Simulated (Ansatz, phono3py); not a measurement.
**Heat carried by phonons in LiF (Griceite, Fm-3m)**

How well does the lattice of LiF (Griceite) conduct heat?

Measurements to reproduce:
- thermal conductivity 17.6 W/m/K near room temperature (given in “Combining the AFLOW GIBBS and Elastic Libraries to efficiently and robustly screen thermo-mechanical properties of solids”, 2017, arXiv:1611.05714)
- thermal conductivity 17.6 W/m/K near room temperature (given in “Predicting the lattice thermal conductivity of solids by solving the Boltzmann transport equation: AFLOW - AAPL an automated, accurate and efficient framework”, 2017, arXiv:1611.05481)

Calculated with Ansatz 0.2.0; DFT LDA, scalar-relativistic, plane waves, PAW.

### 1. Set-up

It takes space group Fm-3m (No. 225, cubic). Conventional cell: a = 4.028 Å, b = 4.028 Å, c = 4.028 Å, α = 90.00°, β = 90.00°, γ = 90.00°. Nearest to Li lie 6 F at 2.01 Å. Nearest to F lie 6 Li at 2.01 Å. Farther neighbours and most contacts between anions are not listed.

As a file:

```cif
data_structure
_symmetry_space_group_name_H-M 'P 1'
_symmetry_Int_Tables_number 1
_cell_length_a 2.8482
_cell_length_b 2.8482
_cell_length_c 2.8482
_cell_angle_alpha 60.000
_cell_angle_beta 60.000
_cell_angle_gamma 60.000
_cell_volume 16.34
loop_
_atom_site_label
_atom_site_type_symbol
_atom_site_fract_x
_atom_site_fract_y
_atom_site_fract_z
_atom_site_occupancy
Li1 Li 0.00000 0.00000 0.00000 1
F2 F 0.50000 0.50000 0.50000 1
```

### 2. A first coarse run

Before spending time, one coarse run tells the gap and the pressure of the starting cell.

input.yaml

```yaml
crystal:
  lattice:
    - [0.0, 2.014, 2.014]
    - [2.014, 0.0, 2.014]
    - [2.014, 2.014, 0.0]
  atoms:
    - { symbol: Li, position: [0.0, 0.0, 0.0] }
    - { symbol: F, position: [0.5, 0.5, 0.5] }
kpoints:
  mp_grid: { grid: [8, 8, 8] }
hamiltonian:
  xc: lda
scf:
  occupations: { method: gaussian, width: 0.1 }
output:
  forces: true
  stress: true
  eigenvalues: true
```

Command:

```console
$ ansatz run input.yaml --threads 16 --pin off --max-ram 30720MiB --backend cpu --events-out ev --progress --plain --runs-dir out
```

Numbers of over 12 decimals in the logs are rounded to 6 here.

Log:

```text
Engine: ansatz 0.2.0, aarch64-unknown-linux-gnu
Pseudopotentials: kind: paw
Pseudopotential: Li, paw, valence charge 3, recommended cutoff 420 eV (normal), Li.paw.azcp
Pseudopotential: F, paw, valence charge 7, recommended cutoff 420 eV (normal), F.paw.azcp
Functional definition: SPW92
  exchange = slater_x
  correlation = pw_c
Crystal: 2 atoms, lattice volume = 16.338 Å³
Basis set: ecut = 420 eV, 331 PW (Γ)
Bands: 9, of which v1, the nominal top of the filled ones, is band 5 counted from 1 (4 counted from 0)
Symmetry: 48 space group operations
Space group: Fm-3m (ITA 225), of the structure as read, at distance tolerance 2.5e-5 Å
k-points: 29 of 512
Non-local potential: Li, projectors of the file, l = 0: 3, l = 1: 2, l = 2: 1
Non-local potential: F, projectors of the file, l = 0: 2, l = 1: 2, l = 2: 1
PAW form: soft (Blöchl's): semilocal exchange-correlation on the pseudo side does not see the compensation charge
PAW frozen core: F, regenerated for the run's functional, and the local potential with it (the file was generated under x = pbe(κ = 0.804, μ = 0.219515), c = pbe(β = 0.066725))
PAW one-centre angular grid: Li, 110 points (default); XC on 64 Gauss nodes
PAW one-centre angular grid: F, 110 points (default); XC on 64 Gauss nodes
Initial density: superposition of atomic densities (neutral atoms: chi_scale 0, normalization atom), corrected by the library's trained network
Initial wavefunctions: pseudopotential atomic-orbital guess
Functional: x = slater, c = lda
SCF iter   1: F=—  HF=-998.687054 eV  |F-HF|=—  |Δ(HF+E_count)|=         —  Δρ=2.12e-2  dr2=5.02e-2  ethr=1.77e-3  ⟨swp⟩=4.2  Hψ=1570  notcnv=0
preconditioner: auto → none  [insulator: Δε(μ)=8.616 eV  Ē_g=21.999 eV  σ=0.100 eV  W_gap=1.00  n_scr=0 (ndim 8)  ℏωp=26.0 eV  f_vac=0.000  D(μ)=0.00/eV (n_scr^D=0)  ε∞_Penn≈2.4]
SCF iter   2: F=—  HF=-998.669367 eV  |F-HF|=—  |Δ(HF+E_count)|=   1.77e-2  Δρ=9.94e-3  dr2=6.49e-3  ethr=5.02e-4  ⟨swp⟩=2.9  Hψ=722  notcnv=0
SCF iter   3: F=—  HF=-998.666538 eV  |F-HF|=—  |Δ(HF+E_count)|=   2.83e-3  Δρ=2.03e-3  dr2=3.57e-4  ethr=6.49e-5  ⟨swp⟩=2.6  Hψ=444  notcnv=0
SCF iter   4: F=—  HF=-998.666162 eV  |F-HF|=—  |Δ(HF+E_count)|=   3.76e-4  Δρ=3.35e-4  dr2=6.78e-6  ethr=3.57e-6  ⟨swp⟩=2.0  Hψ=290  notcnv=0
SCF iter   5: F=—  HF=-998.666156 eV  |F-HF|=—  |Δ(HF+E_count)|=   6.12e-6  Δρ=3.85e-5  dr2=2.04e-7  ethr=6.78e-8  ⟨swp⟩=2.0  Hψ=290  notcnv=0
SCF iter   6: F=-998.666156 eV  HF=-998.666156 eV  |F-HF|=9.90e-11  |Δ(HF+E_count)|=   8.34e-8  Δρ=1.21e-6  dr2=1.63e-10  ethr=1.00e-9  ⟨swp⟩=4.6  Hψ=1051  notcnv=0
SCF 1 converged in 6 iterations: F = -998.666156 eV  dr2 = 1.63e-10
  greatest PAW one-centre occupation: 1.000 electrons in one spin orbital (limit 2), on the Li atom at site 0 (counted from 0), in its partial waves of l = 0
SCF converged after 6 iterations
Free energy (F): -998.666156 eV
Harris-Foulkes:  -998.666156 eV  (|F-HF|=9.90e-11)
Internal energy: -998.666156 eV  (E = F + TS)
E sigma→0 (E₀):  -998.666156 eV
Fermi energy:    5.003062 eV
--- Per-component energies (eV) ---
  E_band       = -118.868547
  E_kinetic    = 228.528484
  E_local      = -639.063630  (includes V_loc(G=0)·N_el)
  E_nonlocal   = 42.865132
  E_hartree    = 221.794478
  E_xc         = -89.573001
  E_vxc        = -116.072505  (∫ρ·V_xc dr)
  E_paw        = -206.203358  (= ΣΔE_a)
  E_vpaw       = -78.717438  (= ΣTr[D̂ρ^β])
  E_aug_tail   = 0.002175  (compensation charges beyond the density's cutoff)
  E_ewald      = -557.129686
  E_core_change = 0.113252  (= ΣΔE_core)
  E_smearing   = -0.000000  (= −TS)
  E_closure    = 0.000000  (closes the sum)
  Σ components = -998.666156   (vs F -998.666156, Δ=0.00e0)
--- Forces (eV/Å), atoms counted from 1 ---
  atom   1  Li    -0.00000000    -0.00000000    -0.00000000
  atom   2  F      0.00000000     0.00000000     0.00000000
  max |Σ_I F_I| component: 2.72e-29 eV/Å
--- Stress (GPa, compression-positive) ---
       -6.461982       0.000000      -0.000000
        0.000000      -6.461982       0.000000
       -0.000000       0.000000      -6.461982
  P = ⅓ Tr σ = -6.4620 GPa (-64.620 kbar)
--- Band table (eV; the first three rows and the last of 29) ---
  k-point 0: bands = ["-39.1193", "-18.9991", "0.5808", "0.5808", "0.5808", "9.4241", "24.0334", "24.0334", "24.0334"]
  k-point 1: bands = ["-39.1092", "-18.9382", "0.1365", "0.5457", "0.5457", "9.8524", "20.7341", "22.4428", "22.4428"]
  k-point 2: bands = ["-39.0848", "-18.7858", "-0.8176", "0.4628", "0.4628", "10.6335", "18.1151", "20.6683", "20.6683"]
  k-point 28: bands = ["-39.0316", "-18.3001", "-1.5658", "-1.5658", "-0.2281", "15.2329", "15.2329", "17.6006", "19.5056"]
```

It took 0.33 s on 16 threads of Arm Neoverse N1, shared host; peak memory 0.25 GiB.

This step gave:

| Item | Value |
| --- | --- |
| pressure | -6.462 GPa |
| gap on the k-mesh | 8.843 eV |
| volume per atom | 8.169 Å³ |

The start is under -6.5 GPa at this level and looks like an insulator or semiconductor on this mesh.

### 3. Relaxation

Phonons are second derivatives about a minimum, so cell and atoms are relaxed first, inside the symmetry of the start.

input.yaml, the sections that differ from step 2:

```yaml
kpoints:
  mp_grid: { grid: [10, 10, 10] }
scf:
  occupations: { method: gaussian, width: 0.02 }
output:
  forces: true
  stress: true
  eigenvalues: true
  write_density: true
  write_potential: true
  elf: true
  volumetric_format: npy
relax:
  adjacent_minimum: "off"
  f_tol: 0.005
  max_steps: 80
  cell: { stress_tol: 0.05 }
# crystal, hamiltonian: as in step 2
```

Log:

```text
[...]
Crystal: 2 atoms, lattice volume = 16.338 Å³
Basis set: ecut = 420 eV, 331 PW (Γ)
Bands: 9, of which v1, the nominal top of the filled ones, is band 5 counted from 1 (4 counted from 0)
Symmetry: 48 space group operations
[...]
k-points: 47 of 1000
[...]
SCF iter   1: F=—  HF=-998.687102 eV  |F-HF|=—  |Δ(HF+E_count)|=         —  Δρ=2.16e-2  dr2=5.21e-2  ethr=1.77e-3  ⟨swp⟩=4.9  Hψ=2637  notcnv=0
[...]
SCF iter   6: F=-998.666306 eV  HF=-998.666306 eV  |F-HF|=1.66e-11  |Δ(HF+E_count)|=   2.54e-8  Δρ=8.05e-7  dr2=5.14e-11  ethr=4.96e-10  ⟨swp⟩=4.0  Hψ=1854  notcnv=0
SCF 1 converged in 6 iterations: F = -998.666306 eV  dr2 = 5.14e-11
[...]
relax step   1: F+E_penalty+E_count = -998.66630617 eV  Δ(F+E_penalty+E_count) = +0.000e0 eV  max|allowed force component| = 6.876e-29 eV/Å  Δτ_max = 0.0000 Å  P = -6.459 GPa  Ω = 16.338 Å³  (6 SCF iters, dr2 threshold 1.00e-7 eV, accepted)
Crystal: 2 atoms, lattice volume = 15.894 Å³
[...]
iter 1 solved again at ethr=1.56e-6 eV; its pass at ethr=3.10e-3 eV (dr2=1.56e-4 eV) is discarded
[...]
SCF iter   4: F=-998.684323 eV  HF=-998.684323 eV  |F-HF|=1.73e-9  |Δ(HF+E_count)|=   1.16e-6  Δρ=2.48e-5  dr2=2.81e-8  ethr=2.00e-9  ⟨swp⟩=5.0  Hψ=2064  notcnv=0
SCF 2 converged in 4 iterations: F = -998.684323 eV  dr2 = 2.81e-8
relax step   2: F+E_penalty+E_count = -998.68432260 eV  Δ(F+E_penalty+E_count) = -1.802e-2 eV  max|allowed force component| = 3.805e-29 eV/Å  Δτ_max = 0.0000 Å  P = -4.461 GPa  Ω = 15.894 Å³  energy of the carried Pulay correction = +2.832e-3 eV  (4 SCF iters, dr2 threshold 2.00e-7 eV, accepted)
Crystal: 2 atoms, lattice volume = 14.985 Å³
Basis set: ecut = 420 eV, 283 PW (Γ)
[...]
SCF iter   5: F=-998.702399 eV  HF=-998.702399 eV  |F-HF|=1.78e-10  |Δ(HF+E_count)|=   1.72e-8  Δρ=2.86e-6  dr2=6.00e-10  ethr=1.25e-9  ⟨swp⟩=6.9  Hψ=2482  notcnv=0
SCF 3 converged in 5 iterations: F = -998.702399 eV  dr2 = 6.00e-10
relax step   3: F+E_penalty+E_count = -998.70239895 eV  Δ(F+E_penalty+E_count) = -1.808e-2 eV  max|allowed force component| = 4.281e-30 eV/Å  Δτ_max = 0.0000 Å  P = +0.428 GPa  Ω = 14.985 Å³  energy of the carried Pulay correction = +8.881e-3 eV  (5 SCF iters, dr2 threshold 2.00e-7 eV, accepted)
[...]
relax step   4: F+E_penalty+E_count = -998.70197816 eV  Δ(F+E_penalty+E_count) = +4.208e-4 eV  max|allowed force component| = 5.535e-29 eV/Å  Δτ_max = 0.0000 Å  P = -0.027 GPa  Ω = 15.060 Å³  energy of the carried Pulay correction = +8.366e-3 eV  (4 SCF iters, dr2 threshold 2.00e-7 eV, accepted)
[...]
relax step   5: F+E_penalty+E_count = -998.69670965 eV  Δ(F+E_penalty+E_count) = +5.269e-3 eV  max|allowed force component| = 5.450e-29 eV/Å  Δτ_max = 0.0000 Å  P = -0.738 GPa  Ω = 15.060 Å³  stress off target by 7.38e-1 GPa  SCF on the basis re-selected at this cell (its energy is not comparable with the rows above)  (5 SCF iters)
[...]
relax step   6: F+E_penalty+E_count = -998.69778469 eV  Δ(F+E_penalty+E_count) = -1.075e-3 eV  max|allowed force component| = 4.260e-29 eV/Å  Δτ_max = 0.0000 Å  P = -0.002 GPa  Ω = 14.941 Å³  energy of the carried Pulay correction = +7.987e-4 eV  (4 SCF iters, dr2 threshold 2.00e-7 eV, accepted)
[...]
relax step   7: F+E_penalty+E_count = -998.69701447 eV  Δ(F+E_penalty+E_count) = +7.702e-4 eV  max|allowed force component| = 2.692e-29 eV/Å  Δτ_max = 0.0000 Å  P = -0.061 GPa  Ω = 14.941 Å³  stress off target by 6.15e-2 GPa  SCF on the basis re-selected at this cell (its energy is not comparable with the rows above)  (5 SCF iters)
[...]
relax step   8: F+E_penalty+E_count = -998.69708216 eV  Δ(F+E_penalty+E_count) = -6.769e-5 eV  max|allowed force component| = 5.529e-29 eV/Å  Δτ_max = 0.0000 Å  P = -0.003 GPa  Ω = 14.932 Å³  energy of the carried Pulay correction = +6.575e-5 eV  (3 SCF iters, dr2 threshold 9.45e-9 eV, accepted)
[...]
SCF iter   4: F=-998.696913 eV  HF=-998.696913 eV  |F-HF|=4.55e-13  |Δ(HF+E_count)|=  2.01e-10  Δρ=2.46e-7  dr2=2.26e-12  ethr=1.00e-12  ⟨swp⟩=3.1  Hψ=1674  notcnv=0
SCF 9 converged in 4 iterations: F = -998.696913 eV  dr2 = 2.26e-12
relax step   9: F+E_penalty+E_count = -998.69691309 eV  Δ(F+E_penalty+E_count) = +1.691e-4 eV  max|allowed force component| = 3.432e-29 eV/Å  Δτ_max = 0.0000 Å  P = -0.006 GPa  Ω = 14.932 Å³  stress off target by 6.38e-3 GPa  SCF on the basis re-selected at this cell (its energy is not comparable with the rows above)  (4 SCF iters)
[...]
SCF converged after 4 iterations
Free energy (F): -998.696913 eV
[...]
Internal energy: -998.696913 eV  (E = F + TS)
E sigma→0 (E₀):  -998.696913 eV
Fermi energy:    6.199141 eV
[...]
--- Stress (GPa, compression-positive) ---
       -0.006380      -0.000000      -0.000000
       -0.000000      -0.006380       0.000000
       -0.000000      -0.000000      -0.006380
  P = ⅓ Tr σ = -0.0064 GPa (-0.064 kbar)
--- Band table (eV; the first three rows and the last of 47) ---
[...]
--- Relaxed structure (6 steps of the walk, 6 accepted, 3 SCFs on fresh bases) ---
  F+E_penalty+E_count = -998.69691309 eV   max|allowed force component| = 3.432e-29 eV/Å   (the final SCF, on the basis selected at the relaxed cell)
  cell:  # Å, volume = 14.9316 Å³
    - [0, 1.954454, 1.954454]
    - [1.954454, 0, 1.954454]
    - [1.954454, 1.954454, 0]
  atoms:
    - { symbol: Li, position: [0, 0, 0] }
    - { symbol: F, position: [0.500000, 0.500000, 0.500000] }
```

Wall time 2.4 s (16 threads); peak memory 0.3 GiB.

Relaxation path:

```
step  energy less that of the first step (eV)  largest force component (eV/Å)  pressure (GPa)  volume (Å³)
   1                                   0.0000                          0.0000           -6.46        16.34
   2                                  -0.0180                          0.0000           -4.46        15.89
   3                                  -0.0361                          0.0000            0.43        14.99
   4                                  -0.0357                          0.0000           -0.03        15.06
  5*                                  -0.0304                          0.0000           -0.74        15.06
   6                                  -0.0315                          0.0000            0.00        14.94
  7*                                  -0.0307                          0.0000           -0.06        14.94
   8                                  -0.0308                          0.0000            0.00        14.93
  9*                                  -0.0306                          0.0000           -0.01        14.93
```

Relaxation steps marked * repeat the geometry before them on a plane-wave basis chosen anew for their cell, so energy and pressure can jump there.

Forces are held to the 48 operations that the run works with; a distortion that breaks them can't arise in this run.

```
conventional cell, symmetrised  before  after  change
                         a (Å)   4.028  3.909  -3.0 %
                         b (Å)   4.028  3.909  -3.0 %
                         c (Å)   4.028  3.909  -3.0 %
              volume (Å³/atom)    8.17   7.47  -8.6 %
```

The relaxed structure:

```
Li F
1.0
     0.00000    1.95445    1.95445
     1.95445    0.00000    1.95445
     1.95445    1.95445    0.00000
Li F
1 1
Direct
  0.00000 0.00000 0.00000
  0.50000 0.50000 0.50000
```

Numbers from this step:

| Property | Result |
| --- | --- |
| pressure | -0.006380 GPa |
| gap on the k-mesh | 9.697 eV |
| volume per atom | 7.466 Å³ |

ELF in the ac plane of the conventional cell at fractional y = 0.000, with atoms of Li and F within 0.2 Å of it. It is the smooth field of the valence electrons, not physical close to the nuclei.

Ten even steps from '_' (0.03) to '@' (0.97), each cell a mean:
```
@@**__::**%%##**##%%++__::%%
--..__..++##%%%%%%##--____::
________::++**##**==..______
++==::____..::::..____..--++
%%##**::______..______==##%%
######==__..**##==__..**%%##
++##%%++__--@@@@##..::##%%**
**##%%++__::%%@@**__::**%%##
%%%%##--____::--..__..++##%%
##**==..______________::++**
::..____..--++++==::____..::
..______==##%%%%##**::______
##==__..**%%########==__..**
@@##..::##%%**++##%%++__--@@
```
Columns run along a (3.9 Å), rows up along c (3.9 Å), edges of the conventional cell, whose origin can differ from the input's. Atoms in or near the plane, at fractional coordinates: Li at (0.00, 0.00), Li at (0.50, 0.50), F at (0.50, 0.00), F at (0.00, 0.50).

Valence density in the ac plane of the conventional cell at fractional y = 0.000, with atoms of Li and F within 0.2 Å of it. It is the smooth field of the valence electrons, not physical close to the nuclei.

Values in e/Å³, 14 rows by 14 columns, each cell a mean:
```
 6  2  0  0  1  3  8 10  6  2  0  0  1  4
 1  1  0  0  0  1  3  4  2  1  0  0  0  1
 0  0  0  0  0  0  1  1  1  0  0  0  0  0
 0  0  0  0  0  0  0  0  0  0  0  0  0  0
 2  1  1  0  0  0  0  0  0  0  0  0  1  2
 7  4  1  0  0  1  2  4  1  0  0  1  2  6
13  7  2  0  0  1  6  8  4  0  0  1  4 10
10  6  2  0  0  1  4  6  2  0  0  1  3  8
 4  2  1  0  0  0  1  1  1  0  0  0  1  3
 1  1  0  0  0  0  0  0  0  0  0  0  0  1
 0  0  0  0  0  0  0  0  0  0  0  0  0  0
 0  0  0  0  0  1  2  2  1  1  0  0  0  0
 4  1  0  0  1  2  6  7  4  1  0  0  1  2
 8  4  0  0  1  4 10 13  7  2  0  0  1  6
```
Columns run along a (3.9 Å), rows up along c (3.9 Å), edges of the conventional cell, whose origin can differ from the input's. Atoms in or near the plane, at fractional coordinates: Li at (0.00, 0.00), Li at (0.50, 0.50), F at (0.50, 0.00), F at (0.00, 0.50).

Electrostatic potential energy in the ac plane of the conventional cell at fractional y = 0.000, with atoms of Li and F within 0.2 Å of it. With pseudopotentials it is smooth inside the atoms' cores, unlike the true potential.

Ten even steps from '0' (-40 eV) to '9' (8 eV), each cell a mean:
```
24798400169863
56899743589976
89999988999998
99999999999999
57999876799986
02799643579951
00598521369830
01698632479840
35899765689974
89999988999998
99999999999999
67999865799987
35799510279964
13698300059852
```
Columns run along a (3.9 Å; values clipped at the 3rd and 97th percentile), rows up along c (3.9 Å), edges of the conventional cell, whose origin can differ from the input's. Atoms in or near the plane, at fractional coordinates: Li at (0.00, 0.00), Li at (0.50, 0.50), F at (0.50, 0.00), F at (0.00, 0.50).

The relaxation ends with a pressure of -0.01 GPa.

(Part 1 of 6 ends here.)

[Logs are printed without paths, hosts, clocks, repeated set-up lines and the standing remarks that a program may print on its own settings, such as how far it seeks lower states.]

[Hosts, paths, dates, database ids (printed as entryN), source tags and the programs' standing remarks are cut or masked in the printed files.]

[A step with changed settings may run another functional than the one named; its input shows which.]
